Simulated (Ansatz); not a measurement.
# Moving the knobs of a GW run on InP (F-43m)

A base run on InP (F-43m), then changed inputs.

Main program and level: Ansatz 0.2.0; G0W0 on PBE, plane waves, PAW; PAW set soft_1.

## Step 1: The structure

Symmetry: F-43m, No. 216, cubic system. Conventional cell: a = 5.869 Å, b = 5.869 Å, c = 5.869 Å, α = 90.00°, β = 90.00°, γ = 90.00°. Nearest to In lie 4 P at 2.54 Å. P has 4 In at 2.54 Å nearest. Farther neighbours are not listed.

The cell and positions come from the Crystallography Open Database and are kept as given unless a step says otherwise.

## Step 2: The base run: 4×4×4 mesh, 114 empty bands, screening to 100 eV, PAW set soft_1 files

Now the one-shot GW correction: screening in the RPA, then the self-energy of the levels asked for. This step takes PAW set soft_1 files.

File input.yaml:

```yaml
crystal:
  lattice:
    - [0.0, 2.93435, 2.93435]
    - [2.93435, 0.0, 2.93435]
    - [2.93435, 2.93435, 0.0]
  atoms:
    - { symbol: In, position: [0.0, 0.0, 0.0] }
    - { symbol: P, position: [0.25, 0.25, 0.25] }
kpoints:
  mp_grid: { grid: [4, 4, 4] }
hamiltonian:
  xc: pbe
  pseudopotentials: { kind: paw, azcp: { folder: soft_1 } }
scf:
  occupations: { method: fixed }
gw:
  n_empty_bands: 114
  ecut_chi: 100
  qp_bands: [v2, c2]
  qp_kpoints: band_edges
  screening: { model: contour_deformation }
```

The run is started by

```sh
$ ansatz run input.yaml --threads 3 --pin off --max-ram 92160MiB --backend cuda --events-out ev --progress --plain --runs-dir out --devices 1 --max-vram 13GiB
```

Numbers of over 12 decimals in the logs are rounded to 6 here.

Log:

```text
GPUs: using 1 of 1 available (devices: 1).
Engine: ansatz 0.2.0, x86_64-unknown-linux-gnu
Pseudopotentials: kind: paw
Pseudopotential: In, paw, valence charge 13, recommended cutoff 420 eV (normal), soft_1/In.paw.azcp
Pseudopotential: P, paw, valence charge 5, recommended cutoff 420 eV (normal), soft_1/P.paw.azcp
Functional definition: PBE
  parameter kappa = 0.804
  parameter beta = 0.066725
  exchange = pbe_x(kappa = kappa, mu = beta*pi^2/3)
  correlation = pbe_c(beta = beta)
device memory: the entry about to start is reckoned to put 0.8 GiB on a device that reports 48.8 GiB free (of which the cap on the GPU budget leaves the run 13.0 GiB)
GPU FFT provider: cuFFT
GPU libraries: cuBLAS 13.8.2, cuFFT 12.4.0, cuSOLVER 12.3.4
Crystal: 2 atoms, lattice volume = 50.532 Å³
Basis set: ecut = 420 eV, 965 PW (Γ)
Bands: 13, of which v1, the nominal top of the filled ones, is band 9 counted from 1 (8 counted from 0)
Symmetry: 24 space group operations
Space group: F-43m (ITA 216), of the structure as read, at distance tolerance 3.7e-5 Å
k-points: 8 of 64 (time reversal used)
Non-local potential: In, projectors of the file, l = 0: 2, l = 1: 2, l = 2: 2, l = 3: 1
Non-local potential: P, projectors of the file, l = 0: 2, l = 1: 2, l = 2: 1
PAW form: soft (Blöchl's): semilocal exchange-correlation on the pseudo side does not see the compensation charge
PAW one-centre angular grid: In, 590 points (default); XC on 64 Gauss nodes
PAW one-centre angular grid: P, 110 points (default); XC on 64 Gauss nodes
Initial density: superposition of atomic densities (chi_scale 0.1, normalization cell, long waves kept (reshape's long-wave potential 0.00 eV rms))
Initial wavefunctions: pseudopotential atomic-orbital guess
GPU buffer pool allocated for 27000 grid points (all kernels)
GPU transforms: local potential and band sums: pruned to the plane-wave sphere, on 27×27×27
Functional: x = pbe(κ = 0.804, μ = 0.219515), c = pbe(β = 0.066725)
SCF iter   1: F=—  HF=-6354.195331 eV  |F-HF|=—  |Δ(HF+E_count)|=         —  Δρ=3.59e-2  dr2=9.60e-1  ethr=3.10e-3  ⟨swp⟩=5.0  Hψ=565  notcnv=0  defer=11
preconditioner: auto → none  [insulator: Δε(μ)=0.973 eV  Ē_g=14.435 eV  n_scr=14 (ndim 8)  ℏωp=22.2 eV  f_vac=0.000  ε∞_Penn≈3.4]
SCF iter   2: F=—  HF=-6353.952275 eV  |F-HF|=—  |Δ(HF+E_count)|=   2.43e-1  Δρ=1.65e-2  dr2=9.73e-2  ethr=3.10e-3  ⟨swp⟩=3.1  Hψ=232  notcnv=0  defer=10
SCF iter   3: F=—  HF=-6353.943902 eV  |F-HF|=—  |Δ(HF+E_count)|=   8.37e-3  Δρ=6.57e-3  dr2=1.57e-2  ethr=5.41e-4  ⟨swp⟩=2.9  Hψ=181  notcnv=0  defer=12
SCF iter   4: F=—  HF=-6353.944594 eV  |F-HF|=—  |Δ(HF+E_count)|=   6.92e-4  Δρ=1.10e-3  dr2=4.30e-4  ethr=8.70e-5  ⟨swp⟩=3.6  Hψ=201  notcnv=0  defer=12
[...]
E_nonlocal   = 359.649910
  E_hartree    = 535.467426
  E_xc         = -215.485278
  E_vxc        = -150.017733  (∫ρ·V_xc dr)
  E_paw        = -4768.707758  (= ΣΔE_a)
  E_vpaw       = -286.655965  (= ΣTr[D̂ρ^β])
  E_aug_tail   = 0.000148  (compensation charges beyond the density's cutoff)
  E_ewald      = -1219.106662
  E_smearing   = -0.000000  (= −TS)
  E_closure    = 0.000000  (closes the sum)
  Σ components = -6353.944518   (vs F -6353.944518, Δ=0.00e0)
--- Band table (eV; the first three rows and the last of 8) ---
  k-point 0: bands = [... 5 lower, -4.4707, 7.0244, 7.0244, 7.0244, 7.7032, 11.0824, 11.0824, 11.0824]
  k-point 1: bands = [... 5 lower, -3.7977, 3.5794, 6.4669, 6.4669, 8.7915, 11.7822, 11.7822, 12.3239]
  k-point 2: bands = [... 5 lower, -2.7550, 1.2952, 6.0530, 6.0530, 8.4970, 11.8028, 11.8028, 14.1069]
  k-point 7: bands = [... 5 lower, -2.0233, 1.4178, 4.0771, 4.1163, 11.2988, 11.3753, 12.5556, 13.2142]
--- G₀W₀: contour deformation, 7 samples at zero and on the imaginary axis and 2 off it, 64 q-points, 114 empty bands' worth ---
  eigenvalues of the whole cell's RPA ε∞ on this k-mesh (on a slab, of 1 + 4πα/V) = 47.1678, 47.1678, 47.1678; static W/v taken at q = 0 is 0.021201
  bands read: the sum over 123 bands ends inside a degenerate multiplet in 3 slots, whose members it reads at an even weight; the widest, k=0: bands 122 to 124 (counted from 1) at 2/3 each
  gw.qp_kpoints: band_edges: 6 of 8 stored k-points solved, in 1 pass; an edge of the gap read off the rows below is read off those points alone
    valence top: of the k-points left out ik 5 came nearest to being solved in a further pass, in band 9 (counted from 1, as in the quasiparticle table): it holds the edge there only if its correction is more favourable than any solved in that band by at least 1.026 eV; those differ by 0.140 eV
    conduction bottom: of the k-points left out ik 4 came nearest to being solved in a further pass, in band 10 (counted from 1, as in the quasiparticle table): it holds the edge there only if its correction is more favourable than any solved in that band by at least 1.582 eV; those differ by 0.273 eV
    ik  band        ε_KS         Σx   Σc(E_QP)       V_xc       Z   E_QP_lin       E_QP  E_QP is
     0     8      7.0244   -16.9005     1.4935   -15.0680  0.7336     6.6798     6.6854  root
     0     9      7.0244   -16.9005     1.4935   -15.0680  0.7336     6.6798     6.6854  root
     0    10      7.7032    -9.9811    -3.9331   -14.0723  0.7538     7.8624     7.8614  root
     0    11     11.0824    -7.0394    -4.3672   -11.5529  0.7455    11.2297    11.2287  root
     1     8      6.4669   -16.4446     1.6421   -14.4281  0.7315     6.0851     6.0925  root
     1     9      6.4669   -16.4446     1.6421   -14.4281  0.7315     6.0851     6.0925  root
     1    10      8.7915    -8.8168    -4.0416   -12.9997  0.7527     8.9337     8.9329  root
     1    11     11.7822    -7.0653    -4.5719   -11.7924  0.7409    11.9385    11.9375  root
[...]
7     8      4.0771   -15.3071     2.4638   -12.3513  0.7002     3.5698     3.5851  root
     7     9      4.1163   -14.6256     2.3261   -11.8208  0.7031     3.6208     3.6375  root
     7    10     11.2988    -6.9539    -4.2686   -11.2150  0.7406    11.2912    11.2912  root
     7    11     11.3753    -9.0184    -4.8752   -14.1990  0.7169    11.6852    11.6807  root
[key lines of the parts left out:]
SCF converged after 7 iterations
Free energy (F): -6353.944518 eV
Fermi energy:    7.024351 eV
```

Run time: 13 s. Hardware: 1 × NVIDIA H100 80GB HBM3 (shared by 6 runs) with 3 threads of AMD EPYC 7R13 (Zen 3), shared host; peak memory 1 GiB.

This step gave:

| Property | Result |
| --- | --- |
| bands summed | 123 |
| RPA ε∞ on this mesh (eigenvalues) | 47.17, 47.17, 47.17 |
| plane waves in the screening matrix | 113 |
| q-points in the mesh | 64 |
| G0W0 gap on the mesh | 1.176 eV |
| k of the valence top | 0, 0, 0 |
| k of the conduction bottom | 0, 0, 0 |
| starting gap on the mesh | 0.6788 eV |
| Z at the valence top | 0.7336 |
| Z at the conduction bottom | 0.7538 |
| least direct G0W0 gap on the computed points | 1.176 eV |

The gap on the mesh goes from 0.68 eV to 1.18 eV, a correction of +0.50 eV. Between the two edge states, bare exchange in place of the xc potential would open the gap by 5.92 eV, and correlation takes back 5.43 eV.

## Step 3: Variant: wavefunction cutoff

Changes to input.yaml since step 2:

```diff
@@ -21 +21,3 @@
   screening: { model: contour_deformation }
+basis:
+  ecutwfc: 700
```

Log:

```text
GPUs: using 1 of 1 available (devices: 1).
[...]
GPU FFT provider: cuFFT
GPU libraries: cuBLAS 13.8.2, cuFFT 12.4.0, cuSOLVER 12.3.4
Crystal: 2 atoms, lattice volume = 50.532 Å³
Basis set: ecut = 700 eV, 2109 PW (Γ)
Bands: 13, of which v1, the nominal top of the filled ones, is band 9 counted from 1 (8 counted from 0)
[... 1 set-up line as in the run before ...]
[...]
k-points: 8 of 64 (time reversal used)
[...]
GPU buffer pool allocated for 46656 grid points (all kernels)
[...]
SCF iter   1: F=—  HF=-6354.196501 eV  |F-HF|=—  |Δ(HF+E_count)|=         —  Δρ=3.59e-2  dr2=9.59e-1  ethr=3.10e-3  ⟨swp⟩=5.0  Hψ=571  notcnv=0  defer=12
[...]
SCF iter   7: F=-6353.945747 eV  HF=-6353.945747 eV  |F-HF|=1.67e-9  |Δ(HF+E_count)|=   1.01e-7  Δρ=2.72e-6  dr2=3.74e-9  ethr=5.56e-10  ⟨swp⟩=6.2  Hψ=519  notcnv=0
SCF 1 converged in 7 iterations: F = -6353.945747 eV  dr2 = 3.74e-9
[...]
NSCF: frozen V_eff on 8 k-points
[...]
G₀W₀ screening: q 1/8
[... further progress lines ...]
[...]
SCF converged after 7 iterations
Free energy (F): -6353.945747 eV
[...]
Internal energy: -6353.945747 eV  (E = F + TS)
E sigma→0 (E₀):  -6353.945747 eV
Fermi energy:    7.024108 eV
[...]
--- Band table (eV; the first three rows and the last of 8) ---
  k-point 0: bands = [... 5 lower, -4.4708, 7.0241, 7.0241, 7.0241, 7.7031, 11.0822, 11.0822, 11.0822]
  k-point 1: bands = [... 5 lower, -3.7979, 3.5792, 6.4667, 6.4667, 8.7914, 11.7820, 11.7820, 12.3237]
  k-point 2: bands = [... 5 lower, -2.7553, 1.2951, 6.0528, 6.0528, 8.4969, 11.8025, 11.8025, 14.1067]
  k-point 7: bands = [... 5 lower, -2.0237, 1.4177, 4.0769, 4.1162, 11.2985, 11.3752, 12.5554, 13.2139]
[...]
0     8      7.0241   -16.8999     1.4929   -15.0675  0.7336     6.6790     6.6847  root
     0     9      7.0241   -16.8999     1.4929   -15.0675  0.7336     6.6790     6.6847  root
     0    10      7.7031    -9.9809    -3.9339   -14.0722  0.7538     7.8614     7.8604  root
     0    11     11.0822    -7.0412    -4.3682   -11.5550  0.7455    11.2288    11.2278  root
     1     8      6.4667   -16.4444     1.6416   -14.4280  0.7315     6.0845     6.0919  root
     1     9      6.4667   -16.4444     1.6416   -14.4280  0.7315     6.0845     6.0919  root
     1    10      8.7914    -8.8171    -4.0425   -13.0000  0.7527     8.9326     8.9319  root
     1    11     11.7820    -7.0667    -4.5729   -11.7942  0.7409    11.9375    11.9365  root
[...]
7     8      4.0769   -15.3071     2.4635   -12.3514  0.7002     3.5695     3.5848  root
     7     9      4.1162   -14.6261     2.3259   -11.8214  0.7031     3.6207     3.6374  root
     7    10     11.2985    -6.9535    -4.2694   -11.2147  0.7406    11.2903    11.2903  root
     7    11     11.3752    -9.0183    -4.8761   -14.1991  0.7169    11.6843    11.6798  root
```

Wall time 13 s (1 × NVIDIA H100 80GB HBM3 (shared by 6 runs) with 3 threads); peak memory 1 GiB.

The G0W0 gap on the mesh is 1.176 eV.

Against the base:

```csv
setting,base,variant
typed cutoff,-,700
```

```
                                    quantity  variant   base
                    starting gap on the mesh    0.679  0.679
                        G0W0 gap on the mesh    1.176  1.176
least direct G0W0 gap on the computed points    1.176  1.176
                        Z at the valence top    0.734  0.734
                  Z at the conduction bottom    0.754  0.754
```

## Step 4: Variant: accuracy level

Changes to input.yaml since step 3:

```diff
@@ -21,3 +21,2 @@
   screening: { model: contour_deformation }
-basis:
-  ecutwfc: 700
+accuracy: low
```

Log:

```text
settings of this run that can trade accuracy for cost: accuracy: low. Do not mix this run's numbers with those of runs without the same settings; the input reference describes each key
GPUs: using 1 of 1 available (devices: 1).
[...]
GPU FFT provider: cuFFT
GPU libraries: cuBLAS 13.8.2, cuFFT 12.4.0, cuSOLVER 12.3.4
Crystal: 2 atoms, lattice volume = 50.532 Å³
Basis set: ecut = 420 eV, 965 PW (Γ)
Bands: 13, of which v1, the nominal top of the filled ones, is band 9 counted from 1 (8 counted from 0)
[... 1 set-up line as in the run before ...]
[...]
k-points: 8 of 64 (time reversal used)
[...]
GPU buffer pool allocated for 27000 grid points (all kernels)
[...]
SCF iter   1: F=—  HF=-6354.195331 eV  |F-HF|=—  |Δ(HF+E_count)|=         —  Δρ=3.59e-2  dr2=9.60e-1  ethr=3.10e-3  ⟨swp⟩=5.0  Hψ=565  notcnv=0  defer=11
[...]
SCF iter   7: F=-6353.944518 eV  HF=-6353.944518 eV  |F-HF|=1.76e-9  |Δ(HF+E_count)|=   8.17e-8  Δρ=2.67e-6  dr2=3.45e-9  ethr=5.56e-10  ⟨swp⟩=6.1  Hψ=511  notcnv=0
SCF 1 converged in 7 iterations: F = -6353.944518 eV  dr2 = 3.45e-9
[...]
G₀W₀ screening: q 1/8
[... further progress lines ...]
[...]
SCF converged after 7 iterations
Free energy (F): -6353.944518 eV
[...]
Internal energy: -6353.944518 eV  (E = F + TS)
E sigma→0 (E₀):  -6353.944518 eV
Fermi energy:    7.024351 eV
[...]
--- Band table (eV; the first three rows and the last of 8) ---
  k-point 0: bands = [... 5 lower, -4.4707, 7.0244, 7.0244, 7.0244, 7.7032, 11.0824, 11.0824, 11.0824]
  k-point 1: bands = [... 5 lower, -3.7977, 3.5794, 6.4669, 6.4669, 8.7915, 11.7822, 11.7822, 12.3239]
  k-point 2: bands = [... 5 lower, -2.7550, 1.2952, 6.0530, 6.0530, 8.4970, 11.8028, 11.8028, 14.1069]
  k-point 7: bands = [... 5 lower, -2.0233, 1.4178, 4.0771, 4.1163, 11.2988, 11.3753, 12.5556, 13.2142]
[...]
0     8      7.0244   -16.9005     1.4946   -15.0680  0.7337     6.6803     6.6864  root
     0     9      7.0244   -16.9005     1.4946   -15.0680  0.7337     6.6803     6.6864  root
     0    10      7.7032    -9.9811    -3.9324   -14.0723  0.7538     7.8631     7.8621  root
     0    11     11.0824    -7.0394    -4.3661   -11.5529  0.7469    11.2309    11.2298  root
     1     8      6.4669   -16.4446     1.6435   -14.4281  0.7314     6.0857     6.0939  root
     1     9      6.4669   -16.4446     1.6435   -14.4281  0.7314     6.0857     6.0939  root
     1    10      8.7915    -8.8168    -4.0409   -12.9997  0.7527     8.9344     8.9336  root
     1    11     11.7822    -7.0653    -4.5714   -11.7924  0.7410    11.9390    11.9380  root
[...]
7     8      4.0771   -15.3071     2.4642   -12.3513  0.7012     3.5696     3.5854  root
     7     9      4.1163   -14.6256     2.3285   -11.8208  0.7030     3.6213     3.6399  root
     7    10     11.2988    -6.9539    -4.2681   -11.2150  0.7407    11.2917    11.2917  root
     7    11     11.3753    -9.0184    -4.8742   -14.1990  0.7170    11.6856    11.6817  root
```

It took 10 s on 1 × NVIDIA H100 80GB HBM3 (shared by 6 runs) with 3 threads; peak memory 1 GiB; 8.1 s of CPU time.

The G0W0 gap on the mesh is 1.176 eV.

Against the base:

```csv
setting,base,variant
accuracy,-,low
```

| quantity | variant | base |
| --- | --- | --- |
| starting gap on the mesh | 0.679 | 0.679 |
| G0W0 gap on the mesh | 1.176 | 1.176 |
| least direct G0W0 gap on the computed points | 1.176 | 1.176 |
| Z at the valence top | 0.734 | 0.734 |
| Z at the conduction bottom | 0.754 | 0.754 |

## Step 5: Results

```
base                : 1.18 eV, 13 s
wavefunction cutoff : 1.18 eV, 13 s
accuracy level      : 1.18 eV, 10 s
```

**Reading.** Wavefunction cutoff: the gap moves by −0.0003 eV (the plane-wave cutoff goes from 420 to 700 eV). Accuracy level: the gap moves by −0.0004 eV. All runs here use a coarse mesh and modest cutoffs; they test settings and are not final values. The 4×4×4 mesh is coarse for this cell (its supercell is 17 Å along the shortest edge). The RPA ε∞ on it, from the PBE start, is 47.17; such meshes misread the long-range screening, most where the gap is narrow. The RPA ε∞ on this mesh reaches over 25; with a narrow direct gap a coarse mesh can overstate it, and the correction is then too small. The many-body steps are scalar-relativistic: spin-orbit coupling is not in them.

[Paths, hosts, dates, memory and timing lines, banners, echoed tables and standing remarks are left out of the program output.]

[Logs are printed without paths, hosts, clocks, repeated set-up lines and the standing remarks that a program may print on its own settings, such as how far it seeks lower states.]

[Runs of the session that timed out or met a known fault of the program may be left out.]

[Cells called generated may have been cut or substituted from an entry of the Crystallography Open Database or the Materials Project.]

[Hosts, paths, dates, database ids (printed as entryN), source tags and the programs' standing remarks are cut or masked in the printed files.]
